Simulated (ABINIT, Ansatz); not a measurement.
# Converging GW for BaSrSn2O6 (P4/mmm) in ABINIT

Aim: raise bands and screening cutoff together for BaSrSn2O6 (P4/mmm) and follow gap and time.

Program: ABINIT 10.8.3. Level of theory: LDA and many-body steps on it, plane waves. Results are calculated unless marked as measured.

## (1) The structure

Symmetry: P4/mmm, No. 123, tetragonal system. The conventional cell has a = 4.146 Å, b = 4.146 Å, c = 8.295 Å, α = 90.00°, β = 90.00°, γ = 90.00°. Ba has 12 O at 2.93 to 2.97 Å nearest. Sr has 12 O at 2.89 to 2.93 Å nearest. Nearest to Sn lie 6 O at 2.05 to 2.10 Å. Nearest to O lie 2 Sn at 2.10 Å and 4 Ba at 2.93 Å. Nearest to O lie 2 Sn at 2.05 Å and 4 Sr at 2.93 Å. Nearest to O lie 2 Sn at 2.07 Å and 2 Sr at 2.89 Å and 2 Ba at 2.97 Å. Farther neighbours and most contacts between anions are not listed.

Coordinates:

```cif
data_structure
_symmetry_space_group_name_H-M 'P4/mmm'
_symmetry_Int_Tables_number 123
_cell_length_a 4.1464
_cell_length_b 4.1464
_cell_length_c 8.2949
_cell_angle_alpha 90.000
_cell_angle_beta 90.000
_cell_angle_gamma 90.000
_cell_volume 142.61
loop_
_atom_site_label
_atom_site_type_symbol
_atom_site_symmetry_multiplicity
_atom_site_Wyckoff_symbol
_atom_site_fract_x
_atom_site_fract_y
_atom_site_fract_z
_atom_site_occupancy
Ba1 Ba 1 c 0.50000 0.50000 0.00000 1
Sr1 Sr 1 d 0.50000 0.50000 0.50000 1
Sn1 Sn 2 g 0.00000 0.00000 0.74721 1
O1 O 1 a 0.00000 0.00000 0.00000 1
O2 O 1 b 0.00000 0.00000 0.50000 1
O3 O 4 i 0.00000 0.50000 0.25666 1
```

The cell and positions are those that the Materials Project relaxed with its own functionals (PBE, PBE+U or r2SCAN), kept fixed. Spin-orbit coupling is left out unless a step names it.

## (2) Empty states on the mesh, 2×2×1 mesh, 309 bands

This step: ABINIT 10.8.3; DFT, LDA, plane waves, norm-conserving pseudopotentials.

The sums over transitions need many empty states on a uniform mesh; this step solves for them.

The input, run.abi:

```
acell 3*1.0 Angstrom
rprim 
  4.146422000000 0.000000000000 0.000000000000
  0.000000000000 4.146422000000 0.000000000000
  0.000000000000 0.000000000000 8.294893000000
ntypat 4
znucl 56 38 50 8
natom 10
typat 1 2 3 3 4 4 4 4 4 4
xred 
  0.500000000000 0.500000000000 0.000000000000
  0.500000000000 0.500000000000 0.500000000000
  0.000000000000 0.000000000000 0.747206000000
  0.000000000000 0.000000000000 0.252794000000
  0.000000000000 0.000000000000 0.000000000000
  0.000000000000 0.000000000000 0.500000000000
  0.000000000000 0.500000000000 0.256664000000
  0.000000000000 0.500000000000 0.743336000000
  0.500000000000 0.000000000000 0.743336000000
  0.500000000000 0.000000000000 0.256664000000
pp_dirpath "pseudos"
pseudos "Ba.upf, Sr.upf, Sn.upf, O.upf"
ecut 42
ngkpt 2 2 1
nshiftk 1
shiftk 0 0 0
kptopt 1
chksymbreak 0
iscf -2
irdden 1
istwfk *1
nband 309
nbdbuf 28
tolwfr 1e-09
nstep 60
prtvol 0
indata_prefix "in"
outdata_prefix "out"
tmpdata_prefix "tmp"
```

On the command line:

```sh
OMP_NUM_THREADS=1 mpirun -n 4 abinit run.abi > log
```

Numbers of over 12 decimals in the logs are rounded to 6 here.

Output:

```text
.Version 10.8.3 of ABINIT. v10.8.2 released Aug 2026.

 Symmetries : space group P4/m m m (#123); Bravais tP (primitive tetrag.)
[... echo of the input left out ...]
== DATASET  1 ==================================================================
-   mpi_nproc: 4, omp_nthreads: 1 (-1 if OMP is not activated)
-    --> not optimal distribution: autoparal keyword recommended in input file <--

--- !DatasetInfo
iteration_state: {dtset: 1, }
dimensions: {natom: 10, nkpt: 3, mband: 309, nsppol: 1, nspinor: 1, nspden: 1, mpw: 12558, }
cutoff_energies: {ecut:  42.0, pawecutdg:  -1.0, }
[...]
2.96392    2.96392    2.98433    2.98532    2.98532    2.99735    2.99735    3.00337
   3.00832    3.01162    3.01162    3.02619    3.02619    3.03934    3.04919    3.04923
   3.05684    3.06590    3.07449    3.10206    3.11826
 prteigrs : prtvol=0 or 1, do not print more k-points.

== END DATASET(S) ==============================================================
================================================================================

 -outvars: echo values of variables after computation  --------
            nband         309
             nkpt           3
          spgroup         123
 [... the other variables as echoed above ...]

 Calculation completed.
```

It took 3.2 min on 4 MPI ranks of Arm Neoverse V2, shared host; peak memory 0.57 GiB.

Numbers from this step:

```
gap                                                           : 0.5069 eV
k of the valence top                                          : 0.5, 0.5, 0
k of the conduction bottom                                    : 0, 0, 0
least direct gap                                              : 1.174 eV
k points computed                                             : 3
lowest point of the top converged band, above the valence top : 69.9436 eV
```

On this mesh the gap is 0.507 eV.

The density comes from a self-consistent run that is not shown.

## (3) Screening, 2×2×1 mesh, 78 bands, screening to 62.6 eV

The RPA dielectric matrix is built and inverted for each q.

This step: RPA screening on LDA, plane waves, norm-conserving pseudopotentials.

Changes to run.abi since step 2:

```diff
@@ -28,10 +28,11 @@
 chksymbreak 0
-iscf -2
-irdden 1
 istwfk *1
-nband 309
-nbdbuf 28
-tolwfr 1e-09
-nstep 60
-prtvol 0
+occopt 1
+irdwfk 1
+optdriver 3
+nband 78
+ecuteps 2.3
+inclvkb 2
+awtr 1
+symchi 1
 indata_prefix "in"
```

Output:

```text
.Version 10.8.3 of ABINIT. v10.8.2 released Aug 2026.

 Symmetries : space group P4/m m m (#123); Bravais tP (primitive tetrag.)
[... echo of the input left out ...]
== DATASET  1 ==================================================================
-   mpi_nproc: 4, omp_nthreads: 1 (-1 if OMP is not activated)

--- !DatasetInfo
iteration_state: {dtset: 1, }
dimensions: {natom: 10, nkpt: 3, mband: 78, nsppol: 1, nspinor: 1, nspden: 1, mpw: 12558, }
cutoff_energies: {ecut:  42.0, pawecutdg:  -1.0, }
electrons: {nelect:   1.00000000E+02, charge:   0.00000000E+00, occopt:   1.00000000E+00, tsmear:   1.00000000E-02, }

 SCREENING: Calculation of the susceptibility and dielectric matrices

 Based on a program developped by R.W. Godby, V. Olevano, G. Onida, and L. Reining.
 Incorporated in ABINIT by V. Olevano, G.-M. Rignanese, and M. Torrent.
.Using double precision arithmetic ; gwpc =  8

[... cell and pseudopotentials left out ...]
--------------------------------------------------------------------------------

 ==== K-mesh for the wavefunctions ====
 Number of points in the irreducible wedge :     3
[... list of points left out ...]
 Together with 16 symmetry operations and time-reversal symmetry
 yields     4 points in the full Brillouin Zone.

 ==== Q-mesh for the screening function ====
 Number of points in the irreducible wedge :     3
[... list of points left out ...]
 Together with 16 symmetry operations and time-reversal symmetry
 yields     4 points in the full Brillouin Zone.

 setmesh: FFT mesh size selected  =    27x   27x   60
          total number of points  =        43740

 vcoul_init : cutoff-mode = AUXILIARY_FUNCTION
 q-points for optical limit:   1
     1)      0.000010    0.000020    0.000030

- screening: taking advantage of time-reversal symmetry
- Maximum band index for partially occupied states nbvw = 50
- Remaining bands to be divided among processors   nbcw = 28
- Number of bands treated by each node ~7

 Number of electrons calculated from density =  100.0000; Expected =  100.0000
 average of density, n =  0.103907
 r_s =    1.3195
 omega_plasma =   31.0941 [eV]

 calculating chi0 at frequencies [eV] :
  1    0.000000E+00    0.000000E+00
  2    0.000000E+00    3.109413E+01

--------------------------------------------------------------------------------
  q-point number  1        q = ( 0.000000, 0.000000, 0.000000) [r.l.u.]
--------------------------------------------------------------------------------
[... chi0 elements left out ...]
 For q-point:  0.000010 0.000020 0.000030
  dielectric constant =  18.7037
  dielectric constant without local fields =  19.2540

  Average fulfillment of the sum rule on Im[epsilon] for q-point    1 :     21.09  [%]
[... wings left out ...]
  q-point number  2        q = ( 0.500000, 0.000000, 0.000000) [r.l.u.]
--------------------------------------------------------------------------------
[... chi0 elements left out ...]
  Average fulfillment of the sum rule on Im[epsilon] for q-point    2 :     22.93  [%]

 [... 1 further q-points ...]
```

Run time: 22 s. Hardware: 4 MPI ranks; peak memory 1.5 GiB.

Numbers from this step:

```yaml
eps_infinity_with_local_fields_on_this_mesh_along_the_program_s_q_direction: 18.70
the_same_without_local_fields: 19.25
plasma_frequency: 31.09 eV
plane_waves_in_the_screening_matrix: 151
```

Local fields lower ε∞ by 3 %. On a Γ-centred mesh this coarse the value itself is usually too large, while a short band sum pulls it down.

## (4) 78 bands, 62.6 eV

The self-energy is evaluated for the states that the input lists, and the levels follow from it, in one-shot runs by the linearised quasiparticle equation.

This step: G0W0 on LDA, plane waves, norm-conserving pseudopotentials.

Changes to run.abi since step 3:

```diff
@@ -31,8 +31,17 @@
 irdwfk 1
-optdriver 3
+optdriver 4
 nband 78
+gwcalctyp 0
+ecutsigx 42
+symsigma 1
+nkptgw 2
+kptgw 
+  0.5000000000 0.5000000000 0.0000000000
+  0.0000000000 0.0000000000 0.0000000000
+bdgw 
+  49 53
+  49 52
 ecuteps 2.3
-inclvkb 2
-awtr 1
-symchi 1
+irdscr 1
+ppmodel 1
 indata_prefix "in"
```

Output:

```text
.Version 10.8.3 of ABINIT. v10.8.2 released Aug 2026.

 Symmetries : space group P4/m m m (#123); Bravais tP (primitive tetrag.)
[... echo of the input left out ...]
== DATASET  1 ==================================================================
-   mpi_nproc: 4, omp_nthreads: 1 (-1 if OMP is not activated)

--- !DatasetInfo
iteration_state: {dtset: 1, }
dimensions: {natom: 10, nkpt: 3, mband: 78, nsppol: 1, nspinor: 1, nspden: 1, mpw: 12558, }
cutoff_energies: {ecut:  42.0, pawecutdg:  -1.0, }
electrons: {nelect:   1.00000000E+02, charge:   0.00000000E+00, occopt:   1.00000000E+00, tsmear:   1.00000000E-02, }

 SIGMA: Calculation of the GW corrections

 Based on a program developped by R.W. Godby, V. Olevano, G. Onida, and L. Reining.
 Incorporated in ABINIT by V. Olevano, G.-M. Rignanese, and M. Torrent.
.Using double precision arithmetic ; gwpc =  8

[... cell and pseudopotentials left out ...]
--------------------------------------------------------------------------------

 ==== K-mesh for the wavefunctions ====
 Number of points in the irreducible wedge :     3
[... list of points left out ...]
 Together with 16 symmetry operations and time-reversal symmetry
 yields     4 points in the full Brillouin Zone.

 ==== Q-mesh for screening function ====
 Number of points in the irreducible wedge :     3
[... list of points left out ...]
 Together with 16 symmetry operations and time-reversal symmetry
 yields     4 points in the full Brillouin Zone.

 vcoul_init : cutoff-mode = AUXILIARY_FUNCTION
 q-points for optical limit:   1
     1)      0.000010    0.000020    0.000030
 setmesh: FFT mesh size selected  =    45x   45x   96
          total number of points  =       194400

 Number of electrons calculated from density =  100.0000; Expected =  100.0000
 average of density, n =  0.103907
 r_s =    1.3195
 omega_plasma =   31.0941 [eV]

 === KS Band Gaps ===
  >>>> For spin  1
   Minimum direct gap =   1.1739 [eV], located at k-point      :   0.0000  0.0000  0.0000
   Fundamental gap    =   0.5069 [eV], Top of valence bands at :   0.5000  0.5000  0.0000
                                       Bottom of conduction at :   0.0000  0.0000  0.0000
 SIGMA fundamental parameters:
 PLASMON POLE MODEL  1
 number of plane-waves for SigmaX                12537
 number of plane-waves for SigmaC and W            151
 number of plane-waves for wavefunctions         12537
 number of bands                                    78
 number of independent spin polarizations            1
 number of spinorial components                      1
 number of k-points in IBZ                           3
 number of q-points in IBZ                           3
 number of symmetry operations                      16
 number of k-points in BZ                            4
 number of q-points in BZ                            4
 number of frequencies for dSigma/dE                 9
 frequency step for dSigma/dE [eV]                0.25
 number of omega for Sigma on real axis              0
 max omega for Sigma on real axis  [eV]           0.00
 zcut for avoiding poles [eV]                     0.10

 EPSILON^-1 parameters (SCR file):
 dimension of the eps^-1 matrix on file            151
 dimension of the eps^-1 matrix used               151
 number of plane-waves for wavefunctions         12537
 number of bands                                    78
 number of q-points in IBZ                           3
 number of frequencies                               2
 number of real frequencies                          1
 number of imag frequencies                          1

 matrix elements of self-energy operator (all in [eV])

 Perturbative Calculation

--- !SelfEnergy_ee
iteration_state: {dtset: 1, }
kpoint     : [   0.500,    0.500,    0.000, ]
spin       : 1
KS_gap     :    5.039
QP_gap     :    6.912
Delta_QP_KS:    1.873
data: !SigmaeeData |
     Band     E0 <VxcDFT>   SigX SigC(E0)      Z dSigC/dE  Sig(E)    E-E0       E
       49   6.197 -19.670 -25.394   5.836   0.752  -0.330 -19.586   0.084   6.281
       50   6.197 -19.670 -25.394   5.836   0.752  -0.330 -19.586   0.084   6.281
       51  11.236 -12.885  -7.392  -3.129   0.828  -0.207 -10.927   1.958  13.193
       52  11.299 -12.538  -7.028  -3.159   0.830  -0.205 -10.587   1.951  13.250
       53  11.299 -12.538  -7.028  -3.159   0.830  -0.205 -10.587   1.951  13.250

--- !SelfEnergy_ee
iteration_state: {dtset: 1, }
kpoint     : [   0.000,    0.000,    0.000, ]
spin       : 1
KS_gap     :    1.174
QP_gap     :    2.981
Delta_QP_KS:    1.807
data: !SigmaeeData |
     Band     E0 <VxcDFT>   SigX SigC(E0)      Z dSigC/dE  Sig(E)    E-E0       E
       49   5.530 -19.260 -24.768   5.638   0.753  -0.329 -19.163   0.097   5.627
       50   5.530 -19.260 -24.768   5.638   0.753  -0.329 -19.163   0.097   5.627
       51   6.704 -17.056 -12.135  -2.594   0.818  -0.222 -15.152   1.904   8.608
       52  10.715 -19.486 -14.199  -2.616   0.793  -0.261 -17.368   2.117  12.832

== END DATASET(S) ==============================================================
================================================================================

 -outvars: echo values of variables after computation  --------
           etotal      0.0000000000E+00
            nband          78
             nkpt           3
          spgroup         123
 [... the other variables as echoed above ...]

 Calculation completed.
```

Elapsed: 6.8 s, on 4 MPI ranks; peak memory 0.99 GiB; 27 s of CPU time.

This step gave:

- G0W0 gap on the points computed: 2.327 eV
- starting gap on the mesh: 0.5069 eV
- k of the valence top: 0.5, 0.5, 0
- k of the conduction bottom: 0, 0, 0
- Z at the valence top: 0.752
- Z at the conduction bottom: 0.818
- least direct G0W0 gap on the computed points: 2.981 eV

The gap on the mesh goes from 0.51 eV to 2.33 eV, a correction of +1.82 eV.

## (5) Screening, 2×2×1 mesh, 144 bands, screening to 114.3 eV

This step: RPA screening on LDA, plane waves, norm-conserving pseudopotentials.

Changes to run.abi since step 4:

```diff
@@ -31,17 +31,8 @@
 irdwfk 1
-optdriver 4
-nband 78
-gwcalctyp 0
-ecutsigx 42
-symsigma 1
-nkptgw 2
-kptgw 
-  0.5000000000 0.5000000000 0.0000000000
-  0.0000000000 0.0000000000 0.0000000000
-bdgw 
-  49 53
-  49 52
-ecuteps 2.3
-irdscr 1
-ppmodel 1
+optdriver 3
+nband 144
+ecuteps 4.2
+inclvkb 2
+awtr 1
+symchi 1
 indata_prefix "in"
```

Output:

```text
.Version 10.8.3 of ABINIT. v10.8.2 released Aug 2026.

 Symmetries : space group P4/m m m (#123); Bravais tP (primitive tetrag.)
[... echo of the input left out ...]
== DATASET  1 ==================================================================
-   mpi_nproc: 4, omp_nthreads: 1 (-1 if OMP is not activated)

--- !DatasetInfo
iteration_state: {dtset: 1, }
dimensions: {natom: 10, nkpt: 3, mband: 144, nsppol: 1, nspinor: 1, nspden: 1, mpw: 12558, }
cutoff_energies: {ecut:  42.0, pawecutdg:  -1.0, }
electrons: {nelect:   1.00000000E+02, charge:   0.00000000E+00, occopt:   1.00000000E+00, tsmear:   1.00000000E-02, }

 SCREENING: Calculation of the susceptibility and dielectric matrices

 Based on a program developped by R.W. Godby, V. Olevano, G. Onida, and L. Reining.
 Incorporated in ABINIT by V. Olevano, G.-M. Rignanese, and M. Torrent.
.Using double precision arithmetic ; gwpc =  8

[... cell and pseudopotentials left out ...]
--------------------------------------------------------------------------------

 ==== K-mesh for the wavefunctions ====
 Number of points in the irreducible wedge :     3
[... list of points left out ...]
 Together with 16 symmetry operations and time-reversal symmetry
 yields     4 points in the full Brillouin Zone.

 ==== Q-mesh for the screening function ====
 Number of points in the irreducible wedge :     3
[... list of points left out ...]
 Together with 16 symmetry operations and time-reversal symmetry
 yields     4 points in the full Brillouin Zone.

 setmesh: FFT mesh size selected  =    32x   32x   64
          total number of points  =        65536

 vcoul_init : cutoff-mode = AUXILIARY_FUNCTION
 q-points for optical limit:   1
     1)      0.000010    0.000020    0.000030

- screening: taking advantage of time-reversal symmetry
- Maximum band index for partially occupied states nbvw = 50
- Remaining bands to be divided among processors   nbcw = 94
- Number of bands treated by each node ~23

 Number of electrons calculated from density =  100.0000; Expected =  100.0000
 average of density, n =  0.103907
 r_s =    1.3195
 omega_plasma =   31.0941 [eV]

 calculating chi0 at frequencies [eV] :
  1    0.000000E+00    0.000000E+00
  2    0.000000E+00    3.109413E+01

--------------------------------------------------------------------------------
  q-point number  1        q = ( 0.000000, 0.000000, 0.000000) [r.l.u.]
--------------------------------------------------------------------------------
[... chi0 elements left out ...]
 For q-point:  0.000010 0.000020 0.000030
  dielectric constant =  18.0075
  dielectric constant without local fields =  19.4930

  Average fulfillment of the sum rule on Im[epsilon] for q-point    1 :     42.12  [%]
[... wings left out ...]
  q-point number  2        q = ( 0.500000, 0.000000, 0.000000) [r.l.u.]
--------------------------------------------------------------------------------
[... chi0 elements left out ...]
  Average fulfillment of the sum rule on Im[epsilon] for q-point    2 :     44.48  [%]

 [... 1 further q-points ...]
```

It took 60 s on 4 MPI ranks; peak memory 1.9 GiB.

This step gave:

| Property | Result |
| --- | --- |
| ε∞ with local fields, on this mesh, along the program's q direction | 18.01 |
| the same without local fields | 19.49 |
| plasma frequency | 31.09 eV |
| plane waves in the screening matrix | 395 |

[end of part 1 of 2]

[Paths, hosts, dates, memory and timing lines, banners, echoed tables and standing remarks are left out of the program output.]

[Logs are printed without paths, hosts, clocks, repeated set-up lines and the standing remarks that a program may print on its own settings, such as how far it seeks lower states.]

[Runs of the session that timed out or met a known fault of the program may be left out.]

[No measured gap is set beside runs whose start may be inverted or whose files or cutoffs have a known fault.]

[Hosts, paths, dates, database ids (printed as entryN), source tags and the programs' standing remarks are cut or masked in the printed files.]

[G0W0 gaps are taken among the corrected bands and points alone; a level outside them can change the order at an edge.]

[Where Ansatz stands beside ABINIT at settings called matched, ABINIT's density can come from a denser mesh and the files from another edition; pairs whose starting gaps differed by over 0.03 eV were left out, so agreement reads better than it is.]
